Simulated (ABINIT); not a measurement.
# NaMgF3 (Pm-3m): G0W0 with ABINIT, start to end, part 2 of 3

Aim: the G0W0 gap of NaMgF3 (Pm-3m) on LDA, step by step.

ABINIT 10.8.3; LDA and many-body steps on it, plane waves. Known limits of the many-body steps: not at the basis limit; coarse k mesh.

So far. Step 2 (Ground state): The gap is indirect, with the least direct gap 0.46 eV higher.

**3. Bands along the symmetry lines**

Level of this step: DFT, LDA, plane waves, norm-conserving pseudopotentials (ABINIT).

The cheap functional maps the bands first; the places of the edges decide which points the dearer methods must see.

Input file run.abi:

```
acell 3*1.0 Angstrom
rprim 
  3.950839000000 0.000000000000 0.000000000000
  0.000000000000 3.950839000000 0.000000000000
  0.000000000000 0.000000000000 3.950839000000
ntypat 3
znucl 11 12 9
natom 5
typat 1 2 3 3 3
xred 
  0.000000000000 0.000000000000 0.000000000000
  0.500000000000 0.500000000000 0.500000000000
  0.500000000000 0.500000000000 0.000000000000
  0.500000000000 0.000000000000 0.500000000000
  0.000000000000 0.500000000000 0.500000000000
pp_dirpath "pseudos"
pseudos "Na.upf, Mg.upf, F.upf"
ecut 38
iscf -2
irdden 1
kptopt 0
nkpt 50
kpt 
  0.00000000 0.00000000 0.00000000
  0.00000000 0.06250000 0.00000000
  0.00000000 0.12500000 0.00000000
  0.00000000 0.18750000 0.00000000
  0.00000000 0.25000000 0.00000000
  0.00000000 0.31250000 0.00000000
  0.00000000 0.37500000 0.00000000
  0.00000000 0.43750000 0.00000000
  0.00000000 0.50000000 0.00000000
  0.06250000 0.50000000 0.00000000
  0.12500000 0.50000000 0.00000000
  0.18750000 0.50000000 0.00000000
  0.25000000 0.50000000 0.00000000
  0.31250000 0.50000000 0.00000000
  0.37500000 0.50000000 0.00000000
  0.43750000 0.50000000 0.00000000
  0.50000000 0.50000000 0.00000000
  0.43750000 0.43750000 0.00000000
  0.37500000 0.37500000 0.00000000
  0.31250000 0.31250000 0.00000000
  0.25000000 0.25000000 0.00000000
  0.18750000 0.18750000 0.00000000
  0.12500000 0.12500000 0.00000000
  0.06250000 0.06250000 0.00000000
  0.00000000 0.00000000 0.00000000
  0.06250000 0.06250000 0.06250000
  0.12500000 0.12500000 0.12500000
  0.18750000 0.18750000 0.18750000
  0.25000000 0.25000000 0.25000000
  0.31250000 0.31250000 0.31250000
  0.37500000 0.37500000 0.37500000
  0.43750000 0.43750000 0.43750000
  0.50000000 0.50000000 0.50000000
  0.43750000 0.50000000 0.43750000
  0.37500000 0.50000000 0.37500000
  0.31250000 0.50000000 0.31250000
  0.25000000 0.50000000 0.25000000
  0.18750000 0.50000000 0.18750000
  0.12500000 0.50000000 0.12500000
  0.06250000 0.50000000 0.06250000
  0.00000000 0.50000000 0.00000000
  0.50000000 0.50000000 0.50000000
  0.50000000 0.50000000 0.43750000
  0.50000000 0.50000000 0.37500000
  0.50000000 0.50000000 0.31250000
  0.50000000 0.50000000 0.25000000
  0.50000000 0.50000000 0.18750000
  0.50000000 0.50000000 0.12500000
  0.50000000 0.50000000 0.06250000
  0.50000000 0.50000000 0.00000000
istwfk *1
nband 27
nbdbuf 2
tolwfr 1e-08
nstep 40
prtwf 0
prtvol 0
indata_prefix "in"
outdata_prefix "out"
tmpdata_prefix "tmp"
```

Started as:

```console
> OMP_NUM_THREADS=1 mpirun -n 4 abinit run.abi > log
```

Numbers of over 12 decimals in the logs are rounded to 6 here.

What it wrote:

```text
.Version 10.8.3 of ABINIT. v10.8.2 released Aug 2026.

 Symmetries : space group Pm -3 m (#221); Bravais cP (primitive cubic)
[... echo of the input left out ...]
== DATASET  1 ==================================================================
-   mpi_nproc: 4, omp_nthreads: 1 (-1 if OMP is not activated)

--- !DatasetInfo
iteration_state: {dtset: 1, }
dimensions: {natom: 5, nkpt: 50, mband: 27, nsppol: 1, nspinor: 1, nspden: 1, mpw: 4700, }
cutoff_energies: {ecut:  38.0, pawecutdg:  -1.0, }
electrons: {nelect:   4.00000000E+01, charge:   0.00000000E+00, occopt:   1.00000000E+00, tsmear:   1.00000000E-02, }

 Real(R)+Recip(G) space primitive vectors, cartesian coordinates (Bohr,Bohr^-1):
 R(1)=  7.4660037  0.0000000  0.0000000  G(1)=  0.1339405  0.0000000  0.0000000
 R(2)=  0.0000000  7.4660037  0.0000000  G(2)=  0.0000000  0.1339405  0.0000000
 R(3)=  0.0000000  0.0000000  7.4660037  G(3)=  0.0000000  0.0000000  0.1339405
 Unit cell volume ucvol=  4.1616409E+02 bohr^3
 Angles (23,13,12)=  9.00000000E+01  9.00000000E+01  9.00000000E+01 degrees

 getcut: wavevector=  0.0000  0.0000  0.0000  ngfft=  45  45  45
         ecut(hartree)=     38.000   => boxcut(ratio)=   2.12377

--- Pseudopotential description ------------------------------------------------
- Na Generated using ONCVPSP code by D. R. Hamann
- 11.00000   9.00000  180309                  znucl, zion, pspdat
12 -1012 1 -1 1968                            pspcod,pspxc,lmax,lloc,mmax
     nproj     2     2     0
  pspatm : epsatm=    9.37365322
         --- l  ekb(1:nproj) -->
             0    2.664741   -0.674314
             1   -6.796556   -2.419774
 pspatm: atomic psp has been read  and splines computed

- Mg Generated using ONCVPSP code by D. R. Hamann
- 12.00000  10.00000  180309                  znucl, zion, pspdat
12 -1012 1 -1 1510                            pspcod,pspxc,lmax,lloc,mmax
     nproj     2     2     0
  pspatm : epsatm=    9.23542517
         --- l  ekb(1:nproj) -->
             0    2.239033   -0.828749
[...]
pspatm: atomic psp has been read  and splines computed

- F Generated using ONCVPSP code by D. R. Hamann
-  9.00000   7.00000  201202                  znucl, zion, pspdat
12 -1012 2 -1 824                             pspcod,pspxc,lmax,lloc,mmax
     nproj     2     2     1
  pspatm : epsatm=    4.94580260
         --- l  ekb(1:nproj) -->
[...]
2   -2.364936
 pspatm: atomic psp has been read  and splines computed

--------------------------------------------------------------------------------

================================================================================
 prteigrs : about to open file out_EIG
 Non-SCF case, kpt    1 (  0.00000  0.00000  0.00000), residuals and eigenvalues=
  2.12E-09  1.38E-09  1.26E-09  3.59E-09  9.26E-09  1.32E-09  1.42E-09  3.08E-09
[...]
Non-SCF case, kpt   49 (  0.50000  0.50000  0.06250), residuals and eigenvalues=
[...]
Non-SCF case, kpt   50 (  0.50000  0.50000  0.00000), residuals and eigenvalues=
[...]
-1.2914E-01 -1.1309E-01 -8.5988E-02 -8.5988E-02 -8.4793E-02 -7.8915E-02
 -7.8915E-02 -4.1540E-02  3.3204E-01  3.5422E-01  3.5422E-01  4.2377E-01
[...]
--- !ResultsGS
iteration_state: {dtset: 1, }
comment   : Summary of ground state results
lattice_vectors:
- [  7.4660037,   0.0000000,   0.0000000, ]
- [  0.0000000,   7.4660037,   0.0000000, ]
- [  0.0000000,   0.0000000,   7.4660037, ]
lattice_lengths: [   7.46600,    7.46600,    7.46600, ]
lattice_angles: [ 90.000,  90.000,  90.000, ] # degrees, (23, 13, 12)
lattice_volume:   4.1616409E+02
convergence: {deltae:  0.000E+00, res2:  0.000E+00, residm:  9.989E-09, diffor:  0.000E+00, }
etotal    :  -1.78958197E+02
entropy   :   0.00000000E+00
fermie    :  -4.11580900E-02
cartesian_stress_tensor: null
pressure_GPa: null
xred      :
- [  0.0000E+00,   0.0000E+00,   0.0000E+00, Na]
- [  5.0000E-01,   5.0000E-01,   5.0000E-01, Mg]
- [  5.0000E-01,   5.0000E-01,   0.0000E+00,  F]
- [  5.0000E-01,   0.0000E+00,   5.0000E-01,  F]
- [  0.0000E+00,   5.0000E-01,   5.0000E-01,  F]
cartesian_forces: null
force_length_stats: {min: null, max: null, mean: null, }

 Integrated electronic density in atomic spheres:
 ------------------------------------------------
 Atom  Sphere_radius  Integrated_density
[...]
================================================================================

 ----iterations are completed or convergence reached----

 Mean square residual over all n,k,spin=   45.241E-10; max=  99.890E-10
 reduced coordinates (array xred) for    5 atoms
[...]
cartesian coordinates (angstrom) at end:
    1      0.000000     0.000000     0.000000
    2      1.975420     1.975420     1.975420
    3      1.975420     1.975420     0.000000
    4      1.975420     0.000000     1.975420
    5      0.000000     1.975420     1.975420
 length scales=  1.889726125908  1.889726125908  1.889726125908 bohr
              =  1.000000000000  1.000000000000  1.000000000000 angstroms
 prteigrs : about to open file out_EIG
 Eigenvalues (hartree) for nkpt=  50  k points:
 kpt#   1, nband= 27, wtk=  1.00000, kpt=  0.0000  0.0000  0.0000 (reduced coord)
[...]
kpt#   2, nband= 27, wtk=  1.00000, kpt=  0.0000  0.0625  0.0000 (reduced coord)
[...]
kpt#   3, nband= 27, wtk=  1.00000, kpt=  0.0000  0.1250  0.0000 (reduced coord)
[...]
kpt#  49, nband= 27, wtk=  1.00000, kpt=  0.5000  0.5000  0.0625 (reduced coord)
[...]
0.49851    0.56157    0.56347
 kpt#  50, nband= 27, wtk=  1.00000, kpt=  0.5000  0.5000  0.0000 (reduced coord)
[...]
-0.75009   -0.74603   -0.74603   -0.15959   -0.12914   -0.11309   -0.08599   -0.08599
  -0.08479   -0.07892   -0.07892   -0.04154    0.33204    0.35422    0.35422    0.42377
   0.50477    0.56701    0.57895

== END DATASET(S) ==============================================================
================================================================================

 -outvars: echo values of variables after computation  --------
            nband          27
             nkpt          50
          spgroup         221
 [... the other variables as echoed above ...]

 Calculation completed.
```

Wall time 19 s (4 MPI ranks of Intel Xeon 6975P-C (Granite Rapids), shared host); peak memory 0.4 GiB.

Numbers from this step:

- gap: 5.650 eV
- k of the valence top: 0.5, 0.5, 0.5
- k of the conduction bottom: 0, 0, 0
- least direct gap: 6.107 eV

The gap is 5.650 eV, as in the run before at this level.

The electronic bands at the labelled points (eV, zero at the top of the highest filled band):

```
    point  band 17  band 18  band 19  band 20  band 21  band 22  band 23  band 24
        Γ    -0.64    -0.46    -0.46    -0.46     5.65    12.90    13.17    13.17
  halfway    -0.80    -0.75    -0.51    -0.51     6.63    11.27    13.62    13.84
        X    -1.04    -0.85    -0.53    -0.53     8.59     8.99    14.46    14.46
  halfway    -1.03    -0.76    -0.74    -0.29     9.07     9.68    12.48    13.91
        M    -1.19    -1.03    -1.03    -0.01    10.16    10.76    10.76    12.65
  halfway    -0.84    -0.72    -0.68    -0.37     7.43    11.64    11.90    14.15
        Γ    -0.64    -0.46    -0.46    -0.46     5.65    12.90    13.17    13.17
  halfway    -1.36    -0.38    -0.38    -0.33     8.08    12.07    12.18    12.18
        R    -1.18     0.00     0.00     0.00     9.97    12.49    12.49    12.49
  halfway    -1.21    -0.42    -0.37    -0.22     9.43    10.24    12.42    13.07
        X    -1.04    -0.85    -0.53    -0.53     8.59     8.99    14.46    14.46
jump to R    -1.18     0.00     0.00     0.00     9.97    12.49    12.49    12.49
  halfway    -1.18    -0.32    -0.32    -0.01    10.08    11.26    11.26    12.59
        M    -1.19    -1.03    -1.03    -0.01    10.16    10.76    10.76    12.65
```

**4. Empty states on the mesh, 2×2×2 mesh, 49 bands**

The sums over transitions need many empty states on a uniform mesh; this step solves for them.

Input file run.abi:

```
acell 3*1.0 Angstrom
rprim 
  3.950839000000 0.000000000000 0.000000000000
  0.000000000000 3.950839000000 0.000000000000
  0.000000000000 0.000000000000 3.950839000000
ntypat 3
znucl 11 12 9
natom 5
typat 1 2 3 3 3
xred 
  0.000000000000 0.000000000000 0.000000000000
  0.500000000000 0.500000000000 0.500000000000
  0.500000000000 0.500000000000 0.000000000000
  0.500000000000 0.000000000000 0.500000000000
  0.000000000000 0.500000000000 0.500000000000
pp_dirpath "pseudos"
pseudos "Na.upf, Mg.upf, F.upf"
ecut 38
ngkpt 2 2 2
nshiftk 1
shiftk 0 0 0
kptopt 1
chksymbreak 0
iscf -2
irdden 1
istwfk *1
nband 49
nbdbuf 4
tolwfr 1e-09
nstep 60
prtvol 0
indata_prefix "in"
outdata_prefix "out"
tmpdata_prefix "tmp"
```

What it wrote:

```text
.Version 10.8.3 of ABINIT. v10.8.2 released Aug 2026.

 Symmetries : space group Pm -3 m (#221); Bravais cP (primitive cubic)
[... echo of the input left out ...]
== DATASET  1 ==================================================================
-   mpi_nproc: 4, omp_nthreads: 1 (-1 if OMP is not activated)

--- !DatasetInfo
iteration_state: {dtset: 1, }
dimensions: {natom: 5, nkpt: 4, mband: 49, nsppol: 1, nspinor: 1, nspden: 1, mpw: 4700, }
cutoff_energies: {ecut:  38.0, pawecutdg:  -1.0, }
electrons: {nelect:   4.00000000E+01, charge:   0.00000000E+00, occopt:   1.00000000E+00, tsmear:   1.00000000E-02, }

 Real(R)+Recip(G) space primitive vectors, cartesian coordinates (Bohr,Bohr^-1):
 R(1)=  7.4660037  0.0000000  0.0000000  G(1)=  0.1339405  0.0000000  0.0000000
 R(2)=  0.0000000  7.4660037  0.0000000  G(2)=  0.0000000  0.1339405  0.0000000
 R(3)=  0.0000000  0.0000000  7.4660037  G(3)=  0.0000000  0.0000000  0.1339405
 Unit cell volume ucvol=  4.1616409E+02 bohr^3
 Angles (23,13,12)=  9.00000000E+01  9.00000000E+01  9.00000000E+01 degrees

 getcut: wavevector=  0.0000  0.0000  0.0000  ngfft=  45  45  45
         ecut(hartree)=     38.000   => boxcut(ratio)=   2.12377

--- Pseudopotential description ------------------------------------------------
- Na Generated using ONCVPSP code by D. R. Hamann
- 11.00000   9.00000  180309                  znucl, zion, pspdat
12 -1012 1 -1 1968                            pspcod,pspxc,lmax,lloc,mmax
     nproj     2     2     0
  pspatm : epsatm=    9.37365322
         --- l  ekb(1:nproj) -->
             0    2.664741   -0.674314
             1   -6.796556   -2.419774
 pspatm: atomic psp has been read  and splines computed

- Mg Generated using ONCVPSP code by D. R. Hamann
- 12.00000  10.00000  180309                  znucl, zion, pspdat
12 -1012 1 -1 1510                            pspcod,pspxc,lmax,lloc,mmax
     nproj     2     2     0
  pspatm : epsatm=    9.23542517
         --- l  ekb(1:nproj) -->
             0    2.239033   -0.828749
[...]
pspatm: atomic psp has been read  and splines computed

- F Generated using ONCVPSP code by D. R. Hamann
-  9.00000   7.00000  201202                  znucl, zion, pspdat
12 -1012 2 -1 824                             pspcod,pspxc,lmax,lloc,mmax
     nproj     2     2     1
  pspatm : epsatm=    4.94580260
         --- l  ekb(1:nproj) -->
[...]
2   -2.364936
 pspatm: atomic psp has been read  and splines computed

--------------------------------------------------------------------------------

================================================================================
 prteigrs : about to open file out_EIG
 Non-SCF case, kpt    1 (  0.00000  0.00000  0.00000), residuals and eigenvalues=
  1.27E-10  2.10E-10  9.83E-11  4.27E-10  9.26E-10  8.27E-11  7.34E-11  4.40E-10
  5.28E-10  4.81E-10  5.26E-10  1.22E-10  1.85E-10  4.34E-10  5.73E-11  8.30E-11
  6.65E-10  9.64E-11  1.57E-10  8.78E-10  2.12E-10  4.99E-10  1.08E-10  5.88E-10
[...]
1.68E-04
 -2.6064E+00 -1.7893E+00 -1.4101E+00 -1.4101E+00 -1.4101E+00 -7.7811E-01
 -7.7811E-01 -7.7811E-01 -7.6984E-01 -7.4049E-01 -7.4049E-01 -1.3970E-01
 -1.3970E-01 -1.3970E-01 -6.4842E-02 -6.4842E-02 -6.4842E-02 -5.7933E-02
[...]
8.9675E-01  8.9675E-01  8.9675E-01  9.6478E-01  1.0076E+00  1.0076E+00
  1.0252E+00  1.1393E+00  1.1393E+00  1.1393E+00  1.2286E+00  1.2286E+00
  1.3781E+00
 prteigrs : prtvol=0 or 1, do not print more k-points.

--- !ResultsGS
iteration_state: {dtset: 1, }
comment   : Summary of ground state results
lattice_vectors:
- [  7.4660037,   0.0000000,   0.0000000, ]
- [  0.0000000,   7.4660037,   0.0000000, ]
- [  0.0000000,   0.0000000,   7.4660037, ]
lattice_lengths: [   7.46600,    7.46600,    7.46600, ]
lattice_angles: [ 90.000,  90.000,  90.000, ] # degrees, (23, 13, 12)
lattice_volume:   4.1616409E+02
convergence: {deltae:  0.000E+00, res2:  0.000E+00, residm:  9.776E-10, diffor:  0.000E+00, }
etotal    :  -1.78958197E+02
entropy   :   0.00000000E+00
fermie    :  -4.11580900E-02
cartesian_stress_tensor: null
pressure_GPa: null
xred      :
- [  0.0000E+00,   0.0000E+00,   0.0000E+00, Na]
- [  5.0000E-01,   5.0000E-01,   5.0000E-01, Mg]
- [  5.0000E-01,   5.0000E-01,   0.0000E+00,  F]
- [  5.0000E-01,   0.0000E+00,   5.0000E-01,  F]
- [  0.0000E+00,   5.0000E-01,   5.0000E-01,  F]
cartesian_forces: null
force_length_stats: {min: null, max: null, mean: null, }

 Integrated electronic density in atomic spheres:
 ------------------------------------------------
 Atom  Sphere_radius  Integrated_density
[...]
================================================================================

 ----iterations are completed or convergence reached----

 Mean square residual over all n,k,spin=   34.831E-11; max=  97.756E-11
 reduced coordinates (array xred) for    5 atoms
[...]
0.500000000000      0.000000000000      0.500000000000
       0.000000000000      0.500000000000      0.500000000000

 cartesian coordinates (angstrom) at end:
    1      0.000000     0.000000     0.000000
    2      1.975420     1.975420     1.975420
    3      1.975420     1.975420     0.000000
    4      1.975420     0.000000     1.975420
    5      0.000000     1.975420     1.975420
 length scales=  1.889726125908  1.889726125908  1.889726125908 bohr
              =  1.000000000000  1.000000000000  1.000000000000 angstroms
 prteigrs : about to open file out_EIG
 Eigenvalues (hartree) for nkpt=   4  k points:
 kpt#   1, nband= 49, wtk=  0.12500, kpt=  0.0000  0.0000  0.0000 (reduced coord)
[...]
0.76585    0.85276    0.85276    0.85276    0.89675    0.89675    0.89675    0.96478
   1.00765    1.00765    1.02520    1.13934    1.13934    1.13934    1.22861    1.22861
   1.37813
 prteigrs : prtvol=0 or 1, do not print more k-points.

== END DATASET(S) ==============================================================
================================================================================

 -outvars: echo values of variables after computation  --------
            nband          49
             nkpt           4
          spgroup         221
 [... the other variables as echoed above ...]

 Calculation completed.
```

The job ended after 4.7 s (4 MPI ranks; peak memory 0.31 GiB; 18 s of CPU time).

Numbers from this step:

```
gap                                                           : 5.650 eV
k of the valence top                                          : 0.5, 0.5, 0.5
k of the conduction bottom                                    : 0, 0, 0
least direct gap                                              : 6.107 eV
k points computed                                             : 4
lowest point of the top converged band, above the valence top : 30.56 eV
```

On this mesh the gap is 5.650 eV.

**5. Screening, 2×2×2 mesh, 45 bands, screening to 87.1 eV**

The RPA dielectric matrix is built and inverted for each q.

This step: RPA screening on LDA, plane waves, norm-conserving pseudopotentials.

Changes to run.abi since step 4:

```diff
@@ -23,10 +23,11 @@
 chksymbreak 0
-iscf -2
-irdden 1
 istwfk *1
-nband 49
-nbdbuf 4
-tolwfr 1e-09
-nstep 60
-prtvol 0
+occopt 1
+irdwfk 1
+optdriver 3
+nband 45
+ecuteps 3.2
+inclvkb 2
+awtr 1
+symchi 1
 indata_prefix "in"
```

What it wrote:

```text
.Version 10.8.3 of ABINIT. v10.8.2 released Aug 2026.

 Symmetries : space group Pm -3 m (#221); Bravais cP (primitive cubic)
[... echo of the input left out ...]
== DATASET  1 ==================================================================
-   mpi_nproc: 4, omp_nthreads: 1 (-1 if OMP is not activated)

--- !DatasetInfo
iteration_state: {dtset: 1, }
dimensions: {natom: 5, nkpt: 4, mband: 45, nsppol: 1, nspinor: 1, nspden: 1, mpw: 4700, }
cutoff_energies: {ecut:  38.0, pawecutdg:  -1.0, }
electrons: {nelect:   4.00000000E+01, charge:   0.00000000E+00, occopt:   1.00000000E+00, tsmear:   1.00000000E-02, }

 SCREENING: Calculation of the susceptibility and dielectric matrices

 Based on a program developped by R.W. Godby, V. Olevano, G. Onida, and L. Reining.
 Incorporated in ABINIT by V. Olevano, G.-M. Rignanese, and M. Torrent.
.Using double precision arithmetic ; gwpc =  8

[... cell and pseudopotentials left out ...]
--------------------------------------------------------------------------------

 ==== K-mesh for the wavefunctions ====
 Number of points in the irreducible wedge :     4
[... list of points left out ...]
 Together with 48 symmetry operations and time-reversal symmetry
 yields     8 points in the full Brillouin Zone.

 ==== Q-mesh for the screening function ====
 Number of points in the irreducible wedge :     4
[... list of points left out ...]
 Together with 48 symmetry operations and time-reversal symmetry
 yields     8 points in the full Brillouin Zone.

 setmesh: FFT mesh size selected  =    27x   27x   27
          total number of points  =        19683

 vcoul_init : cutoff-mode = AUXILIARY_FUNCTION
 q-points for optical limit:   1
     1)      0.000010    0.000020    0.000030

- screening: taking advantage of time-reversal symmetry
- Maximum band index for partially occupied states nbvw = 20
- Remaining bands to be divided among processors   nbcw = 25
- Number of bands treated by each node ~6

 Number of electrons calculated from density =   40.0000; Expected =   40.0000
 average of density, n =  0.096116
 r_s =    1.3543
 omega_plasma =   29.9057 [eV]

 calculating chi0 at frequencies [eV] :
  1    0.000000E+00    0.000000E+00
  2    0.000000E+00    2.990565E+01

--------------------------------------------------------------------------------
  q-point number  1        q = ( 0.000000, 0.000000, 0.000000) [r.l.u.]
--------------------------------------------------------------------------------
[... chi0 elements left out ...]
 For q-point:  0.000010 0.000020 0.000030
  dielectric constant =   1.8974
  dielectric constant without local fields =   1.9546

  Average fulfillment of the sum rule on Im[epsilon] for q-point    1 :     17.23  [%]
[... wings left out ...]
  q-point number  2        q = ( 0.500000, 0.000000, 0.000000) [r.l.u.]
--------------------------------------------------------------------------------
[... chi0 elements left out ...]
  Average fulfillment of the sum rule on Im[epsilon] for q-point    2 :     23.81  [%]

 [... 2 further q-points ...]
```

The job ended after 3.5 s (4 MPI ranks; peak memory 0.59 GiB).

This step gave:

* ε∞ with local fields, on this mesh, along the program's q direction: 1.897
* the same without local fields: 1.955
* plasma frequency: 29.91 eV
* plane waves in the screening matrix: 123

Local fields lower ε∞ by 3 %. On a Γ-centred mesh this coarse the value itself is usually too large, while a short band sum pulls it down.

(Continued in part 3 of 3.)

[Paths, hosts, dates, memory and timing lines, banners, echoed tables and standing remarks are left out of the program output.]

[Logs are printed without paths, hosts, clocks, repeated set-up lines and the standing remarks that a program may print on its own settings, such as how far it seeks lower states.]

[Runs of the session that timed out or met a known fault of the program may be left out.]

[Hosts, paths, dates, database ids (printed as entryN), source tags and the programs' standing remarks are cut or masked in the printed files.]

[G0W0 gaps are taken among the corrected bands and points alone; a level outside them can change the order at an edge.]

[Where Ansatz stands beside ABINIT at settings called matched, ABINIT's density can come from a denser mesh and the files from another edition; pairs whose starting gaps differed by over 0.03 eV were left out, so agreement reads better than it is.]
